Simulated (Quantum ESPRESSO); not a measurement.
# Projected density of states of magnetic CoPS3

Where do the states of the two spins of CoPS3 lie?

Method: PBEsol with U = 3.5 eV on Co d (ortho-atomic projectors); plane waves with GBRV 1.5 PBEsol potentials, no spin-orbit coupling, in Quantum ESPRESSO 7.5.

## Step 1: The starting structure

It takes space group C2/m (No. 12, monoclinic). Conventional cell: a = 5.770 Å, b = 9.993 Å, c = 6.860 Å, α = 90.00°, β = 106.34°, γ = 90.00°. Co has 6 S at 2.35 to 2.36 Å nearest. Nearest to P lie 3 S at 2.07 to 2.08 Å and 1 P at 2.16 Å. Nearest to S lie 1 P at 2.07 Å and 2 Co at 2.35 Å. Nearest to S lie 1 P at 2.08 Å and 2 Co at 2.36 Å. Farther neighbours and most contacts between anions are not listed.

The cell comes from Materials Project 2023-11-01, a database of computed structures, and need not be the stable phase.

## Step 2: The magnetic state

This state came out lowest in a comparison of starts that is told elsewhere.

File pw.in:

```
&CONTROL
  calculation = 'scf'
  prefix = 'pwscf'
  outdir = './tmp'
  pseudo_dir = './pseudo'
  disk_io = 'low'
/
&SYSTEM
  ibrav = 0
  celldm(1) = 8
  nat = 10
  ntyp = 4
  ecutwfc = 40
  ecutrho = 280
  nbnd = 57
  occupations = 'smearing'
  smearing = 'fd'
  degauss = 0.00367493
  nspin = 2
  starting_magnetization(1) = 0.1765
  starting_magnetization(2) = -0.1765
  starting_magnetization(3) = 0
  starting_magnetization(4) = 0
/
&ELECTRONS
  conv_thr = 2d-08
  electron_maxstep = 150
  mixing_beta = 0.3
/
ATOMIC_SPECIES
Co1    58.9332 co_pbesol_v1.2.uspp.F.UPF
Co2    58.9332 co_pbesol_v1.2.uspp.F.UPF
P      30.9738 p_pbesol_v1.5.uspp.F.UPF
S      32.0600 s_pbesol_v1.4.uspp.F.UPF
CELL_PARAMETERS alat
   0.6815325614355   -1.1802364824711    0.0000000000000
   0.6815325614355    1.1802364824711    0.0000000000000
  -0.4557709969944    0.0000000000000    1.5549306698146
ATOMIC_POSITIONS crystal
Co1     0.3332840000    0.6667160000    0.5000000000
Co2     0.6667160000    0.3332840000    0.5000000000
P       0.0556550000    0.0556550000    0.6643210000
P       0.9443450000    0.9443450000    0.3356790000
S       0.0727000000    0.4273870000    0.7173930000
S       0.5726130000    0.9273000000    0.2826070000
S       0.2811000000    0.2811000000    0.2818470000
S       0.7189000000    0.7189000000    0.7181530000
S       0.4273870000    0.0727000000    0.7173930000
S       0.9273000000    0.5726130000    0.2826070000
K_POINTS automatic
4 4 4 0 0 0
HUBBARD {ortho-atomic}
U Co1-3d 3.5000
U Co2-3d 3.5000
```

Command:

```console
> OMP_NUM_THREADS=1 mpirun -n 4 pw.x -nk 4 -in pw.in > pw.out
```

The program printed:

```text
Program PWSCF v.7.5 starts

     Message from routine setup:
     using ibrav=0 with symmetry is DISCOURAGED, use correct ibrav instead

     K-points division:     npool     =       4
     Subspace diagonalization in iterative solution of the eigenvalue problem:

     bravais-lattice index     =            0
     lattice parameter (alat)  =       8.0000  a.u.
     unit-cell volume          =    1280.7567 (a.u.)^3
     number of atoms/cell      =           10
     number of atomic types    =            4
     number of electrons       =        80.00
     number of Kohn-Sham states=           57
     kinetic-energy cutoff     =      40.0000  Ry
     charge density cutoff     =     280.0000  Ry
     scf convergence threshold =      2.0E-08
     mixing beta               =       0.3000
     number of iterations used =            8  plain     mixing
     Exchange-correlation= SLA  PW   PSX  PSC
                           (   1   4  10   8   0   0   0)
     Hubbard projectors: ortho-atomic
     Hubbard parameters of DFT+U (Dudarev formulation) in eV:
     U(Co1-3d) =  3.5000
     U(Co2-3d) =  3.5000

     Internal variables: lda_plus_u =T, lda_plus_u_kind = 0

     Internal variables: orbital_resolved =F, hub_pot_fix =F, apply_U = F

     celldm(1)=   8.000000  celldm(2)=   0.000000  celldm(3)=   0.000000
     celldm(4)=   0.000000  celldm(5)=   0.000000  celldm(6)=   0.000000

     crystal axes: (cart. coord. in units of alat)
               a(1) = (   0.681533  -1.180236   0.000000 )
               a(2) = (   0.681533   1.180236   0.000000 )
               a(3) = (  -0.455771   0.000000   1.554931 )

     reciprocal axes: (cart. coord. in units 2 pi/alat)
               b(1) = (  0.733641 -0.423644  0.215040 )
               b(2) = (  0.733641  0.423644  0.215040 )
               b(3) = ( -0.000000  0.000000  0.643115 )

     PseudoPot. # 1 for Co read from file:
     co_pbesol_v1.2.uspp.F.UPF
     Pseudo is Ultrasoft + core correction, Zval = 17.0

     PseudoPot. # 2 for Co read from file:
     co_pbesol_v1.2.uspp.F.UPF
     Pseudo is Ultrasoft + core correction, Zval = 17.0

     PseudoPot. # 3 for P  read from file:
     p_pbesol_v1.5.uspp.F.UPF
     Pseudo is Ultrasoft + core correction, Zval =  5.0

     PseudoPot. # 4 for S  read from file:
     s_pbesol_v1.4.uspp.F.UPF
     Pseudo is Ultrasoft + core correction, Zval =  6.0

     atomic species   valence    mass     pseudopotential
     Co1              17.00    58.93320     Co( 1.00)
     Co2              17.00    58.93320     Co( 1.00)
     P                 5.00    30.97380     P ( 1.00)
     S                 6.00    32.06000     S ( 1.00)

     Starting magnetic structure
     atomic species   magnetization
     Co1             0.176
     Co2            -0.176
     P               0.000
     S               0.000

      2 Sym. Ops. (no inversion) found

   Cartesian axes

     site n.     atom                  positions (alat units)
         1        Co1    tau(   1) = (   0.4536471   0.3935286   0.7774653  )
         2        Co2    tau(   2) = (   0.4536471  -0.3935286   0.7774653  )
         3        P      tau(   3) = (  -0.2269169   0.0000000   1.0329731  )
         4        P      tau(   4) = (   1.1342110   0.0000000   0.5219576  )
         5        S      tau(   5) = (   0.0138587   0.4186145   1.1154964  )
         6        S      tau(   6) = (   0.8934355   0.4186145   0.4394343  )
         7        S      tau(   7) = (   0.2546999   0.0000000   0.4382525  )
         8        S      tau(   8) = (   0.6525942   0.0000000   1.1166781  )
         9        S      tau(   9) = (   0.0138587  -0.4186145   1.1154964  )
        10        S      tau(  10) = (   0.8934355  -0.4186145   0.4394343  )

     number of k points=    24  Fermi-Dirac smearing, width (Ry)=  0.0037
                       cart. coord. in units 2pi/alat
        k(    1) = (   0.0000000   0.0000000   0.0000000), wk =   0.0156250
        k(    2) = (   0.0000000   0.0000000   0.1607789), wk =   0.0312500
        k(    3) = (   0.0000000   0.0000000  -0.3215577), wk =   0.0156250
        k(    4) = (   0.1834102   0.1059110   0.0537600), wk =   0.0625000
        k(    5) = (   0.1834102   0.1059110   0.2145388), wk =   0.0625000
        [... 19 further k-points ...]

     Dense  grid:   101267 G-vectors     FFT dimensions: (  60,  60,  72)

     Smooth grid:    43675 G-vectors     FFT dimensions: (  45,  45,  54)

     Check: negative core charge=   -0.000011
     Generating pointlists ...
     new r_m :   0.2290 (alat units)  1.8320 (a.u.) for type    1
     new r_m :   0.2290 (alat units)  1.8320 (a.u.) for type    2
     new r_m :   0.2021 (alat units)  1.6167 (a.u.) for type    3
     new r_m :   0.2021 (alat units)  1.6167 (a.u.) for type    4

     Initial potential from superposition of free atoms

     starting charge      77.9995, renormalised to      80.0000

     STARTING HUBBARD OCCUPATIONS:

     =================== HUBBARD OCCUPATIONS ===================
     ------------------------ ATOM    1 ------------------------
     Tr[ns(  1)] (up, down, total) =   5.00000  2.00000  7.00000
     Atomic magnetic moment for atom   1 =   3.00000
     [... lines left out ...]
     ------------------------ ATOM    2 ------------------------
     Tr[ns(  2)] (up, down, total) =   2.00000  5.00000  7.00000
     Atomic magnetic moment for atom   2 =  -3.00000
     [... lines left out ...]
     Number of occupied Hubbard levels =   14.0000

     Atomic wfc used for Hubbard projectors are orthogonalized

     Starting wfcs are   58 randomized atomic wfcs

     Self-consistent Calculation

     iteration #  1     ecut=    40.00 Ry     beta= 0.30
     Davidson diagonalization with overlap
     ethr =  1.00E-02,  avg # of iterations =  6.6

     =================== HUBBARD OCCUPATIONS ===================
     ------------------------ ATOM    1 ------------------------
     Tr[ns(  1)] (up, down, total) =   4.77005  1.13183  5.90188
     Atomic magnetic moment for atom   1 =   3.63823
     [... lines left out ...]
     ------------------------ ATOM    2 ------------------------
     Tr[ns(  2)] (up, down, total) =   1.13169  4.76996  5.90166
     Atomic magnetic moment for atom   2 =  -3.63827
     [... lines left out ...]
     Number of occupied Hubbard levels =   11.8035

     total energy              =    -769.24693251 Ry
     estimated scf accuracy    <       6.18813915 Ry

     total magnetization       =    -0.00 Bohr mag/cell
     absolute magnetization    =     7.57 Bohr mag/cell

     iteration #  2     ecut=    40.00 Ry     beta= 0.30
     Davidson diagonalization with overlap
     ethr =  7.74E-03,  avg # of iterations =  2.0

     total energy              =    -770.23696497 Ry
     estimated scf accuracy    <      16.64548210 Ry

     total magnetization       =    -0.00 Bohr mag/cell
     absolute magnetization    =     1.34 Bohr mag/cell

     [... further iterations left out ...]

     iteration # 15     ecut=    40.00 Ry     beta= 0.30
     Davidson diagonalization with overlap
     ethr =  1.84E-10,  avg # of iterations =  2.0

     total energy              =    -771.49339839 Ry
     estimated scf accuracy    <       0.00000003 Ry

     total magnetization       =    -0.00 Bohr mag/cell
     absolute magnetization    =     5.29 Bohr mag/cell

     iteration # 16     ecut=    40.00 Ry     beta= 0.30
     Davidson diagonalization with overlap
     ethr =  3.24E-11,  avg # of iterations =  4.2

     Magnetic moment per site  (integrated on atomic sphere of radius R)
     atom   1 (R=0.229)  charge= 15.1703  magn=  2.3087
     atom   2 (R=0.229)  charge= 15.1703  magn= -2.3087
     atom   3 (R=0.202)  charge=  2.1276  magn= -0.0000
     atom   4 (R=0.202)  charge=  2.1276  magn= -0.0000
     atom   5 (R=0.202)  charge=  3.1322  magn=  0.0001
     atom   6 (R=0.202)  charge=  3.1322  magn=  0.0001
     atom   7 (R=0.202)  charge=  3.1308  magn= -0.0000
     atom   8 (R=0.202)  charge=  3.1308  magn= -0.0000
     atom   9 (R=0.202)  charge=  3.1322  magn= -0.0001
     atom  10 (R=0.202)  charge=  3.1322  magn= -0.0001

     End of self-consistent calculation

     =================== HUBBARD OCCUPATIONS ===================
     ------------------------ ATOM    1 ------------------------
     Tr[ns(  1)] (up, down, total) =   4.91023  2.58002  7.49025
     Atomic magnetic moment for atom   1 =   2.33020
     [... lines left out ...]
     ------------------------ ATOM    2 ------------------------
     Tr[ns(  2)] (up, down, total) =   2.58002  4.91022  7.49025
     Atomic magnetic moment for atom   2 =  -2.33020
     [... lines left out ...]
     Number of occupied Hubbard levels =   14.9805

     [... lines left out ...]
     the Fermi energy is     7.4504 ev

!    total energy              =    -771.49339842 Ry
     estimated scf accuracy    <       0.00000001 Ry
     smearing contrib. (-TS)   =      -0.00000016 Ry
     internal energy E=F+TS    =    -771.49339826 Ry

     The total energy is F=E-TS. E is the sum of the following terms:
     one-electron contribution =    -714.25392269 Ry
     hartree contribution      =     387.94770105 Ry
     xc contribution           =    -127.04661800 Ry
     ewald contribution        =    -318.31231503 Ry
     Hubbard energy            =       0.17175641 Ry

     total magnetization       =    -0.00 Bohr mag/cell
     absolute magnetization    =     5.29 Bohr mag/cell

     convergence has been achieved in  16 iterations

=------------------------------------------------------------------------------=
   JOB DONE.
=------------------------------------------------------------------------------=
```

Elapsed: 2.9 min, on 4 MPI ranks of Arm Neoverse V1, shared host; peak memory 1.1 GiB; 12 min of CPU time.

Spin moment in the atom's sphere by atom:

| atom | spin moment in the atom's sphere (μB) |
| --- | --- |
| Co1 | 2.31 |
| Co2 | -2.31 |
| P3 | 0.00 |
| P4 | 0.00 |
| S5 | 0.00 |
| S6 | 0.00 |
| S7 | 0.00 |
| S8 | 0.00 |
| S9 | 0.00 |
| S10 | 0.00 |

Read from the output:

| Quantity | Value |
| --- | --- |
| smearing term TS | 2.15e-6 eV |
| magnetization | 0 μB |
| absolute magnetization | 5.289 μB |
| final state | antiferromagnetic |

(Continued in part 2 of 2.)

[Logs and program files are shortened in this print: banners, set-up blocks, solver, clock and traceback lines can be left out without a mark of their own.]

[Logs are printed without paths, hosts, clocks, repeated set-up lines and the standing remarks that a program may print on its own settings, such as how far it seeks lower states.]

[Hosts, paths, dates, database ids (printed as entryN), source tags and the programs' standing remarks are cut or masked in the printed files.]

[Where a cell is said to come from a database of computed structures, the database is the Materials Project.]
